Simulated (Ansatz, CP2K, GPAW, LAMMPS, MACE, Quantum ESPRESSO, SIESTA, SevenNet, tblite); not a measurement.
## Glassy 38BaO-62TiO2 (mol %) (110 atoms): one structure in several programs

Wanted: errors and costs of other methods on glassy 38BaO-62TiO2 (mol %) (110 atoms). A plane-wave run serves as the reference.

Program: Ansatz 0.2.0. Level of theory: Kohn-Sham DFT, PBE, PAW, plane waves. Values are calculated unless marked as measured.

### Step 1. The structure

The cell holds 110 atoms: 16 Ba, 26 Ti and 68 O. Cell: a = 11.965 Å, b = 11.965 Å, c = 11.965 Å, α = 90.0°, β = 90.0°, γ = 90.0°. 110 atoms (16 Ba, 26 Ti, 68 O) placed at random at 4.67 g/cm³, melted at 4000 K for 10 ps at fixed volume with the Morse and Coulomb pair potential with partial charges (Pedone, Malavasi, Menziani, Cormack and Segre, J. Phys. Chem. B 110, 11780 (2006)). Quenched from 4000 K to 300 K at 20 K/ps and fixed volume, held 10 ps at zero pressure, then minimised at fixed cell.

### Step 2. Reference: Ansatz, plane waves

The PAW files are the set soft_2.

Contents of input.yaml:

```yaml
crystal:
  lattice:
    - [11.96473, 0.0, 0.0]
    - [0.0, 11.96473, 0.0]
    - [0.0, 0.0, 11.96473]
  atoms:
    - { symbol: Ba, position: [0.74642, 0.93633, 0.84249] }
    - { symbol: Ba, position: [0.88062, 0.42961, 0.1826] }
    - { symbol: Ba, position: [0.20468, 0.51721, 0.08531] }
    - { symbol: Ba, position: [0.11196, 0.78701, 0.25189] }
    [... 100 atom lines left out ...]
    - { symbol: O, position: [0.01504, 0.34272, 0.954] }
    - { symbol: O, position: [0.32441, 0.47957, 0.79499] }
    - { symbol: O, position: [0.87144, 0.07123, 0.01078] }
    - { symbol: O, position: [0.28126, 0.08184, 0.55401] }
    - { symbol: O, position: [0.90342, 0.10762, 0.42978] }
    - { symbol: O, position: [0.2576, 0.92717, 0.70298] }
kpoints:
  mp_grid: { grid: [1, 1, 1] }
hamiltonian:
  xc: pbe
scf:
  occupations: { method: fermi_dirac, width: 0.05 }
output:
  forces: true
  eigenvalues: true
  populations: true
  stress: true
```

Command:

```sh
$ ansatz run input.yaml --threads 4 --pin off --max-ram 8192MiB --backend cpu --events-out ev --progress --plain --runs-dir out
```

What it wrote:

```text
[...]
Pseudopotentials: kind: paw
Pseudopotential: Ba, paw, valence charge 10, recommended cutoff 420 eV (normal), Ba.paw.azcp
Pseudopotential: Ti, paw, valence charge 12, recommended cutoff 420 eV (normal), Ti.paw.azcp
Pseudopotential: O, paw, valence charge 6, recommended cutoff 420 eV (normal), O.paw.azcp
[...]
Crystal: 110 atoms, lattice volume = 1712.808 Å³
Basis set: ecut = 420 eV, 33371 PW (Γ), exchange–correlation on 160×160×160 points (8 copies of the dense FFT grid, shifted against one another)
Bands: 550, of which v1, the nominal top of the filled ones, is band 440 counted from 1 (439 counted from 0)
Symmetry: 1 space group operations
Space group: P1 (ITA 1), of the structure as read, at distance tolerance 1.2e-4 Å
k-points: 1
[...]
Initial density: superposition of atomic densities (neutral atoms: chi_scale 0, normalization atom), corrected by the library's trained network
Initial wavefunctions: pseudopotential atomic-orbital guess
[...]
SCF iter   1: F=—  HF=-198923.774225 eV  |F-HF|=—  |Δ(HF+E_count)|=         —  Δρ=3.46e-3  dr2=2.39e-1  ethr=1.77e-3  ⟨swp⟩=7.0  Hψ=2517  notcnv=0  defer=16
preconditioner: auto → Resta (q_TF=auto, 2.442 Å⁻¹)  ε∞=5.4  [insulator: Δε(μ)=2.546 eV  Ē_g=10.846 eV  σ=0.050 eV  W_gap=1.00  n_scr=436 (ndim 8)  ℏωp=22.7 eV  f_vac=0.081  D(μ)=0.00/eV (n_scr^D=0)  ε∞_Penn≈5.4]
[...]
SCF iter  11: F=—  HF=-198923.761977 eV  |F-HF|=—  |Δ(HF+E_count)|=   3.25e-7  Δρ=2.73e-6  dr2=1.48e-7  ethr=1.03e-10  ⟨swp⟩=2.0  Hψ=890  notcnv=0  defer=96
SCF iter  12: F=-198923.761977 eV  HF=-198923.761977 eV  |F-HF|=1.08e-8  |Δ(HF+E_count)|=   7.95e-8  Δρ=1.45e-6  dr2=4.25e-8  ethr=1.14e-11  ⟨swp⟩=12.0  Hψ=2596  notcnv=0
SCF 1 converged in 12 iterations: F = -198923.761977 eV  dr2 = 4.25e-8
[...]
SCF converged after 12 iterations
Free energy (F): -198923.761977 eV
Harris-Foulkes:  -198923.761977 eV  (|F-HF|=1.08e-8)
Internal energy: -198923.761977 eV  (E = F + TS)
E sigma→0 (E₀):  -198923.761977 eV
Fermi energy:    8.309060 eV
--- Per-component energies (eV) ---
[...]
Σ components = -198923.761977   (vs F -198923.761977, Δ=0.00e0)
--- Forces (eV/Å), atoms counted from 1 ---
  atom   1  Ba     0.52464171    -0.98090264     0.13588573
  atom   2  Ba     0.06433541     0.49036393     0.78972384
  atom   3  Ba     0.17975515     0.19166566     0.38514340
  atom   4  Ba    -0.21029285     0.04688025     0.49780165
[...]
atom 110  O     -1.67095131    -0.68226525    -0.76480469
  max |Σ_I F_I| component: 9.07e-5 eV/Å
--- Stress (GPa, compression-positive) ---
        4.963487       0.708557       0.458044
        0.708557       4.870613      -0.378766
        0.458044      -0.378766       2.783823
  P = ⅓ Tr σ = 4.2060 GPa (42.060 kbar)
--- Band table (eV) ---
  k-point 0: bands = ["-49.6425", "-49.6121", "-49.5660", "-49.5586", [... 534 levels ...], "12.3152", "12.3444", "12.3608", "12.3798", "12.4128", "12.4272", "12.4516", "12.4909", "12.5137", "12.5315", "12.5467", "12.5659"]
--- Löwdin populations: 110 sites ---
  site symbol       q [e]
     0     Ba      8.2202
     1     Ba      8.2235
     2     Ba      8.2346
[...]
109      O      6.7302
  spilling = 0.007641 (of n_electrons = 880.000000)
```

It took 43 s on 4 threads of Arm Neoverse V2, shared host; peak memory 2.8 GiB.

Reading the cycles: dr2 is the Hartree energy of the density residual (eV), the measure of convergence; HF is the Harris–Foulkes estimate of the energy, which meets the free energy F at convergence.

Numbers from this run:

```
free energy                                      : -198923.7620 eV
free energy per atom                             : -1808.3978 eV/atom
SCF cycles                                       : 12
pressure                                         : 4.206 GPa
r.m.s. force component                           : 0.7786 eV/Å
longest force                                    : 2.495 eV/Å
Fermi energy                                     : 8.309 eV
gap (highest filled to lowest empty level) : 2.506 eV
spilling of the projection                       : 0.007641
```

Neighbours are counted within 2.64 Å (O-Ti), 3.43 Å (O-Ba).

Length of the force by element and coordination:

| element | coordination | atoms | mean length of the force (eV/Å) | spread | least | most |
| --- | --- | --- | --- | --- | --- | --- |
| Ba | all | 16 | 0.820 | 0.397 | 0.301 | 1.72 |
| Ba | 6 | 1 | 0.458 | 0 | 0.458 | 0.458 |
| Ba | 7 | 4 | 0.613 | 0.245 | 0.301 | 0.932 |
| Ba | 8 | 5 | 1.05 | 0.396 | 0.623 | 1.72 |
| Ba | 9 | 4 | 0.992 | 0.386 | 0.542 | 1.56 |
| Ba | 11 | 2 | 0.502 | 0.0878 | 0.414 | 0.590 |
| O | all | 68 | 1.35 | 0.561 | 0.198 | 2.49 |
| O | 2 | 1 | 1.80 | 0 | 1.80 | 1.80 |
| O | 3 | 25 | 1.38 | 0.422 | 0.626 | 1.98 |
| O | 4 | 31 | 1.40 | 0.542 | 0.198 | 2.41 |
| O | 5 | 11 | 1.09 | 0.787 | 0.314 | 2.49 |
| Ti | all | 26 | 1.14 | 0.549 | 0.380 | 2.07 |
| Ti | 4 | 13 | 1.00 | 0.505 | 0.387 | 2.07 |
| Ti | 5 | 6 | 1.12 | 0.565 | 0.427 | 1.92 |
| Ti | 6 | 7 | 1.39 | 0.529 | 0.380 | 2.04 |

Löwdin charges by element and coordination (they lack the spilled electrons, 0.061 e an atom on average):

```
element  coordination  atoms  mean charge (e)  spread   least    most
     Ba           all     16             1.77  0.0058    1.77    1.79
     Ba             6      1             1.77       0    1.77    1.77
     Ba             7      4             1.77  0.0047    1.77    1.78
     Ba             8      5             1.78  0.0065    1.77    1.79
     Ba             9      4             1.77  0.0046    1.77    1.78
     Ba            11      2             1.78  0.0051    1.77    1.78
      O           all     68           -0.792  0.0981   -1.05  -0.652
      O             2      1           -0.686       0  -0.686  -0.686
      O             3     25           -0.735  0.0703  -0.931  -0.652
      O             4     31           -0.806  0.0841   -1.03  -0.683
      O             5     11           -0.896  0.0923   -1.05  -0.757
     Ti           all     26             1.24  0.0503    1.12    1.32
     Ti             4     13             1.21  0.0403    1.12    1.29
     Ti             5      6             1.24   0.043    1.19    1.31
     Ti             6      7             1.29  0.0333    1.22    1.32
```

The levels nearest the highest filled one (over half full), pooled over k-points and spins:

| level less the highest filled one (eV) | occupation |
| --- | --- |
| -0.268 | 2 |
| -0.247 | 2 |
| -0.169 | 2 |
| -0.141 | 2 |
| -0.0408 | 2 |
| 0 | 2 |
| 2.51 | 0 |
| 2.63 | 0 |
| 2.70 | 0 |
| 2.72 | 0 |
| 2.74 | 0 |
| 2.81 | 0 |

### Step 3. Local order

Density 4.39 g/cm³, 15.57 Å³ an atom.

Pair distribution functions g(r), in bins of 0.2 Å:

```
r (Å)  total   O-O  O-Ti  O-Ba  Ti-Ti  Ti-Ba  Ba-Ba
 1.70   1.36  0.00  4.68  0.00   0.00   0.00   0.00
 1.90   2.06  0.00  7.06  0.00   0.00   0.00   0.00
 2.10   0.53  0.00  1.82  0.00   0.00   0.00   0.00
 2.30   0.02  0.00  0.07  0.00   0.00   0.00   0.00
 2.50   0.12  0.23  0.00  0.19   0.00   0.00   0.00
 2.70   1.92  3.51  0.00  3.25   0.00   0.00   0.00
 2.90   1.77  2.88  0.14  3.42   0.24   0.00   0.00
 3.10   0.87  1.12  0.12  2.17   0.22   0.00   0.00
 3.30   0.74  0.68  0.56  0.75   2.35   0.61   0.51
 3.50   0.97  0.65  0.44  0.71   2.96   3.87   1.74
 3.70   1.01  0.73  0.76  0.55   2.52   3.33   1.95
 3.90   1.02  0.92  1.01  0.37   1.31   2.67   2.46
 4.10   0.90  0.72  1.26  0.48   0.12   1.55   2.48
 4.30   1.01  0.67  1.98  0.41   0.54   0.97   0.29
 4.50   0.89  0.61  1.56  0.74   0.39   0.65   0.27
 4.70   1.08  0.86  1.25  1.47   0.81   1.05   0.23
 4.90   1.02  1.19  0.89  1.32   0.50   0.55   0.22
 5.10   1.06  1.09  0.76  1.79   1.09   0.32   1.03
 5.30   1.12  1.30  0.80  1.67   0.79   0.23   1.14
 5.50   1.08  1.44  0.85  0.93   0.94   0.43   1.06
 5.70   0.95  1.13  0.82  0.83   0.99   0.76   1.15
 5.90   0.89  0.92  0.93  0.72   1.10   0.76   0.92
```

Bonds by pair of elements; cutoffs follow the first minimum of g(r), held within bounds set by covalent radii, and pairs that aren't listed don't count as bonded:

| pair A-B | cutoff (Å) | bonds | mean length (Å) | spread (Å) | shortest (Å) | B about A | A about B |
| --- | --- | --- | --- | --- | --- | --- | --- |
| O-Ti | 2.64 | 124 | 1.88 | 0.111 | 1.74 | 1.82 | 4.77 |
| O-Ba | 3.43 | 132 | 2.93 | 0.193 | 2.59 | 1.94 | 8.25 |

How many atoms have how many bonded neighbours:

| element | mean | 2 | 3 | 4 | 5 | 6 | 7 | 8 | 9 | 11 |
| --- | --- | --- | --- | --- | --- | --- | --- | --- | --- | --- |
| Ba | 8.25 | 0 | 0 | 0 | 0 | 1 | 4 | 5 | 4 | 2 |
| O | 3.77 | 1 | 25 | 31 | 11 | 0 | 0 | 0 | 0 | 0 |
| Ti | 4.77 | 0 | 0 | 13 | 6 | 7 | 0 | 0 | 0 | 0 |

Rings of the network by King's shortest-path rule, up to 12 atoms, one path for each pair of neighbours; H, halogens, alkali and alkaline-earth atoms are left out:

```
ring size (atoms)  rings  per network atom
                4      2             0.021
                6      4             0.043
                8     13             0.138
               10     17             0.181
               12     20             0.213
```

### Step 4. The ladder

The programs:
- CP2K 2026.2: Gaussian basis with GTH pseudopotentials and a plane-wave density; labels give functional, basis (MOLOPT sets; SR short-range, UZH the newer set with its own potentials), grid cutoff/relative cutoff and solver (OT: orbital transformation; TRS4, TC2, SIGN: linear-scaling purification with its sparsity filter), or its built-in tight binding.
- GPAW 26.7.0: PAW with atomic orbitals (LCAO), plane waves or a real-space grid of spacing h.
- MACE: machine-learned potential, published weights.
- Quantum ESPRESSO 7.5: plane waves; labels (QE) give functional, pseudopotential set and cutoffs of waves/density.
- SIESTA 5.4.2: numerical atomic orbitals, whose automatically made sets are far from complete, with PseudoDojo norm-conserving potentials that we converted to its format (checked against plane waves on the same files for H, C, O, Si, Ge and Ca alone); labels give functional, basis size, energy shift and mesh cutoff.
- SevenNet: machine-learned potential, published weights.

All use the same cell and atoms; the electronic-structure runs use the same k-mesh, and an electronic temperature of 580 K (0.05 eV) where levels are smeared.

Differences are against the plane-wave reference, forces as r.m.s. over components; share is that over the reference's r.m.s. force, slope the least-squares factor from reference forces to these. Total energies of different programs have different zeros and aren't compared.

```csv
run,"Δ force, r.m.s. (meV/Å)",share (%),slope,Δ pressure (GPa),Δ gap (eV),cores,CPU time,memory (GiB)
reference,-,-,-,-,-,4,2.8 min,2.8
"CP2K PBE, DZVP-MOLOPT-SR, 800/50 Ry, diagonalisation",65.0,8.34,1.028,0.980,-0.0718,2,8.6 min,8.4
"GPAW PBE, LCAO dzp, h 0.18 Å",165,21.3,1.162,-,-0.103,2,19 min,4.1
MACE MP-0b2 small potential,114,14.6,0.980,0.974,-,1,5.7 s,0.67
MACE MP-0b3 medium potential,103,13.3,1.003,1.01,-,1,7.6 s,1.1
"QE PBE, sssp-1.3.0-efficiency, 60/480 Ry",19.8,2.54,0.986,-0.0717,-0.0094,1,36 min,5.7
"SIESTA PBE, DZP, shift 0.01 Ry, mesh 500 Ry",244,31.4,1.111,0.778,-0.51,4,7.6 min,3.0
"SIESTA PBE, SZP, shift 0.01 Ry, mesh 500 Ry (coarse)",376,48.3,1.050,2.52,-0.717,2,6.2 min,2.4
SevenNet 0 potential,106,13.6,0.999,1.15,-,1,6.6 s,1
```

Rows marked coarse use a setting chosen to be so.

Times of the machine-learned potentials are mostly Python's start and the loading of weights.

CPU time is summed over cores on a shared host, where runs went side by side, so it is rough. Symmetry, cutoffs, thresholds, outputs and thread counts weren't matched or tuned between programs; memory under MPI is the largest rank's times the ranks.

Runs without a result: tblite GFN1-xTB (ended with an error: overlap matrix not positive definite); GPAW PBE, LCAO dzp, h 0.16 Å (cut off at its time limit of 4.2 min); GPAW PBE, LCAO szp(dzp), h 0.18 Å (cut off at its time limit of 10 min).

Mean charges by element (e), by run and scheme:

```csv
run,scheme,Ba,Ti,O
reference,Löwdin,+1.77,+1.24,-0.79
"CP2K PBE, DZVP-MOLOPT-SR, 800/50 Ry, diagonalisation",Mulliken,+1.38,+0.82,-0.64
"CP2K PBE, DZVP-MOLOPT-SR, 800/50 Ry, diagonalisation",Hirshfeld,+0.55,+0.55,-0.34
"SIESTA PBE, DZP, shift 0.01 Ry, mesh 500 Ry",Hirshfeld,+0.61,+0.45,-0.32
```

The reference's Löwdin charges lack the electrons that the projection spills, 0.061 e an atom on average.

### Step 5. Results

| Property | Result |
| --- | --- |
| reference r.m.s. force component | 0.779 eV/Å |
| nearest in forces | QE PBE, sssp-1.3.0-efficiency, 60/480 Ry, 2.5 % |
| farthest in forces | SIESTA PBE, SZP, shift 0.01 Ry, mesh 500 Ry (coarse), 48 % |
| cheapest electronic-structure run beside the reference | SIESTA PBE, SZP, shift 0.01 Ry, mesh 500 Ry, 6.2 min of CPU time |

PBE on plane waves or a grid with other potentials, cutoffs or grids, coarse settings apart, differs from the reference by 2.5 % (QE PBE, sssp-1.3.0-efficiency, 60/480 Ry) of the r.m.s. force; this holds the reference's own error, so differences of a few per cent don't tell which side is nearer the exact PBE result (QE's 60 Ry are 816 eV, against the reference's 420 eV). The PBE runs in local orbitals, coarse settings apart, differ by 8.3 % (CP2K PBE, DZVP-MOLOPT-SR, 800/50 Ry, diagonalisation) to 31 % (SIESTA PBE, DZP, shift 0.01 Ry, mesh 500 Ry); basis, grid and potentials can all enter. Machine-learned potentials differ by 13 % (MACE MP-0b3 medium potential) to 15 % (MACE MP-0b2 small potential); they were trained on other programs' data. Runs with settings chosen to be coarse differ by 48 % (SIESTA PBE, SZP, shift 0.01 Ry, mesh 500 Ry), their programs' other errors included. None of the electronic-structure runs in the table takes under half the reference's CPU time of 2.8 min; they take 2.2 to 13 times as much. GPAW PBE, LCAO dzp, h 0.18 Å stiffens the forces by a factor of 1.16 while following their directions (correlation 0.993). At the same functional, gaps differ from the reference's 2.51 eV by between -0.72 and -0.01 eV. In pressure, SIESTA PBE, SZP, shift 0.01 Ry, mesh 500 Ry misses by +2.5 GPa, at the same functional. Charges hang on scheme and program or settings: among these rows the mean for Ba runs from +0.55 to +1.77 e. In the reference: filled and empty levels are parted by 2.51 eV (at Γ alone); a semilocal functional tends to put such gaps too low. In a disordered cell it changes from sample to sample, and tail or defect levels can set it. In the reference: mean Löwdin charges: Ba +1.77, O -0.79, Ti +1.24 e (they miss 0.76 % of the electrons, so they add up to more than the cell's charge). Machine-learned potentials mimic data converged in k, so the reference's own k-point error enters their differences. The quench rate of 20 K/ps is many orders above laboratory rates, so the cell is likely richer in defects and strain than a real sample. The network of bonds at the start is that of the classical potential that made the cell, and needn't be the one that DFT or experiment would give. The reference's pressure of 4.2 GPa belongs to unrelaxed atoms and would change as they relax. The electronic-structure runs sample only Γ, in a cell whose shortest periodic width is 12 Å. Spin–orbit coupling is left out, which matters for the levels of the heavy elements.

[Long decimals in the printed logs are rounded to 6 places.]

[Also dropped from logs without a mark: lines with file paths, logging warnings of Python, QE's lines on negative density and diagonalisation, SIESTA's first energy breakdown, zero terms and Voronoi charges.]

[Logs are printed without paths, hosts, clocks, repeated set-up lines and the standing remarks that a program may print on its own settings, such as how far it seeks lower states.]

[Hosts, paths, dates, database ids (printed as entryN), source tags and the programs' standing remarks are cut or masked in the printed files.]

[Not all failed runs are listed: runs killed by the host, ended in a Python traceback or in CONQUEST's support-function errors, and SIESTA runs with faulty potentials for Cu, Fe, Ni or Zn are left out.]
